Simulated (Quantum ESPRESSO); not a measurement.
# Voltage at the next charge: Ti2CF2 MXene, 1 layer against an electrode

Method. Quantum ESPRESSO 7.5, PBE, GBRV ultrasoft; ESM with bc3, a metal electrode 5.75 Å above the top atoms; cell area 8.083 Å²; ions fixed. V is the potential energy of an electron at the electrode over the slab's Fermi level, divided by e, so that it equals the work function at zero charge; positive charge removes electrons.

```
charge (e a cell)  V (V)
                0  4.832
           0.0125  6.408
            0.025  7.986
```

**Question.** What is V at a charge of 0.0499 e, and what capacitance do the rows imply?

**Worked estimate.** The last two rows give dV/dq = (7.986 − 6.408)/(0.025 − 0.0125) = 126.2 V/e, so C = 1602/(8.083 × 126.2) = 1.57 µF/cm², an effective gap of 8.854/1.57 = 5.64 Å. At constant C, V = 7.986 + 126.2 × 0.0249 = 11.13 V.

**The withheld run.** V = 11.140 V; the estimate misses by −0.01 V, 0.3 % of the step. Over the three intervals C goes 1.57, 1.57 and 1.57 µF/cm².

**Limits.** Vacuum fills the gap; a dielectric or electrolyte would change C. The slab is thin.

[Logs are printed without paths, hosts, clocks, repeated set-up lines and the standing remarks that a program may print on its own settings, such as how far it seeks lower states.]
